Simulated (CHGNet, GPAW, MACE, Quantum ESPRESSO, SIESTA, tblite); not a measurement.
**Other levels on random packing of Si18Te82 (at. %) (65 atoms)**

Density of this cell: 5.40 g/cm³. The cell holds 65 atoms: 12 Si and 53 Te. Cell: a = 12.970 Å, b = 12.970 Å, c = 12.970 Å, α = 90.0°, β = 90.0°, γ = 90.0°. 65 atoms (12 Si, 53 Te) packed at random in a cube at 5.4 g/cm³ and pushed apart as soft spheres; a start for melting by ab initio MD, not an equilibrated structure. Then every atom was moved at random, 0.02 Å r.m.s. a Cartesian component.

Geometry: as built.

The reference, a calculation:

```
method                 : Kohn-Sham DFT, PBE, SSSP efficiency 1.3.0 pseudopotentials, plane waves (Quantum ESPRESSO 7.5); sssp-pbe-1.3.0-efficiency, cutoffs 45/360 Ry, Γ point
r.m.s. force component : 1.092 eV/Å
longest force          : 4.868 eV/Å
pressure               : 4.592 GPa
time                   : 3.3 min on 4 MPI ranks of Arm Neoverse V1, shared host
CPU time               : 13 min
```

**Question.** The same geometry is run in other programs. How far does each lie from the reference, and what does it cost?
- MACE MP-0b3 medium potential (MACE MP-0b3 medium; 1 thread)
- GPAW revPBE, LCAO dzp, h 0.2 Å (GPAW 26.7.0; 1 thread)
- SIESTA PBE, DZP, shift 0.04 Ry, mesh 300 Ry (SIESTA 5.4.2; 1 thread)
- SIESTA PBE, SZ, shift 0.01 Ry, mesh 300 Ry (SIESTA 5.4.2; 1 thread)
- SIESTA PBE, SZP, shift 0.01 Ry, mesh 300 Ry (SIESTA 5.4.2; 1 thread)
- SIESTA PBE, DZP, shift 0.01 Ry, mesh 300 Ry (SIESTA 5.4.2; 1 thread)
- CHGNet r2SCAN potential (CHGNet r2SCAN; 1 thread)
- GPAW PBE, LCAO dzp, h 0.2 Å (GPAW 26.7.0; 1 thread)
- GPAW PBE, LCAO sz(dzp), h 0.2 Å (GPAW 26.7.0; 1 thread)
- MACE MPA-0 medium potential (MACE MPA-0 medium; 1 thread)

Differences are against the plane-wave reference, forces as r.m.s. over components; share is that over the reference's r.m.s. force, slope the least-squares factor from reference forces to these. Total energies of different programs have different zeros and aren't compared.

| run | Δ force, r.m.s. (meV/Å) | share (%) | slope | Δ pressure (GPa) | cores | CPU time | memory (GiB) |
| --- | --- | --- | --- | --- | --- | --- | --- |
| reference | - | - | - | - | 4 | 13 min | 4.5 |
| MACE MP-0b3 medium potential | 315 | 28.8 | 0.886 | 0.256 | 1 | 9.1 s | 0.72 |
| GPAW revPBE, LCAO dzp, h 0.2 Å | 231 | 21.1 | 1.181 | - | 1 | 2.9 min | 1.7 |
| SIESTA PBE, DZP, shift 0.04 Ry, mesh 300 Ry (coarse) | 243 | 22.2 | 1.152 | -9.73 | 1 | 3.2 min | 0.98 |
| SIESTA PBE, SZ, shift 0.01 Ry, mesh 300 Ry (coarse) | 958 | 87.8 | 1.734 | 7.01 | 1 | 2 min | 0.76 |
| SIESTA PBE, SZP, shift 0.01 Ry, mesh 300 Ry (coarse) | 622 | 56.9 | 1.463 | 2.50 | 1 | 4 min | 1.2 |
| SIESTA PBE, DZP, shift 0.01 Ry, mesh 300 Ry | 386 | 35.3 | 1.304 | 1.33 | 1 | 5.1 min | 1.3 |
| CHGNet r2SCAN potential | 634 | 58.0 | 0.553 | -2.00 | 1 | 4.5 s | 0.52 |
| GPAW PBE, LCAO dzp, h 0.2 Å | 214 | 19.6 | 1.166 | - | 1 | 2.8 min | 1.7 |
| GPAW PBE, LCAO sz(dzp), h 0.2 Å (coarse) | 764 | 70.0 | 1.567 | - | 1 | 85 s | 1.4 |
| MACE MPA-0 medium potential | 232 | 21.2 | 0.917 | -0.0529 | 1 | 9.1 s | 0.72 |

Rows marked coarse were listed beforehand as settings not expected to be converged; some can still land near the reference.

Times of the machine-learned potentials are mostly Python's start and the loading of weights.

CPU time is summed over cores on a shared host, where runs went side by side, so it is rough. Symmetry, cutoffs, thresholds, outputs and thread counts weren't matched or tuned between programs; memory under MPI is the largest rank's times the ranks.

The PBE runs in local orbitals, coarse settings apart, differ by 20 % (GPAW PBE, LCAO dzp, h 0.2 Å) to 35 % (SIESTA PBE, DZP, shift 0.01 Ry, mesh 300 Ry); basis, grid and potentials can all enter. Machine-learned potentials differ by 21 % (MACE MPA-0 medium potential) to 58 % (CHGNet r2SCAN potential); they were trained on other programs' data, some at another functional. Rows with another functional or a dispersion term differ by 21 % (GPAW revPBE, LCAO dzp, h 0.2 Å), which mixes the change of model with differences of basis and potentials. Runs with settings chosen to be coarse differ by 22 % (SIESTA PBE, DZP, shift 0.04 Ry, mesh 300 Ry) to 88 % (SIESTA PBE, SZ, shift 0.01 Ry, mesh 300 Ry), their programs' other errors included. Machine-learned potentials mimic data converged in k, so the reference's own k-point error enters their differences. The electronic-structure runs sample only Γ, in a cell whose shortest periodic width is 13 Å, which is coarse for a cell with partly filled levels.

[Logs are printed without paths, hosts, clocks, repeated set-up lines and the standing remarks that a program may print on its own settings, such as how far it seeks lower states.]

[Hosts, paths, dates, database ids (printed as entryN), source tags and the programs' standing remarks are cut or masked in the printed files.]
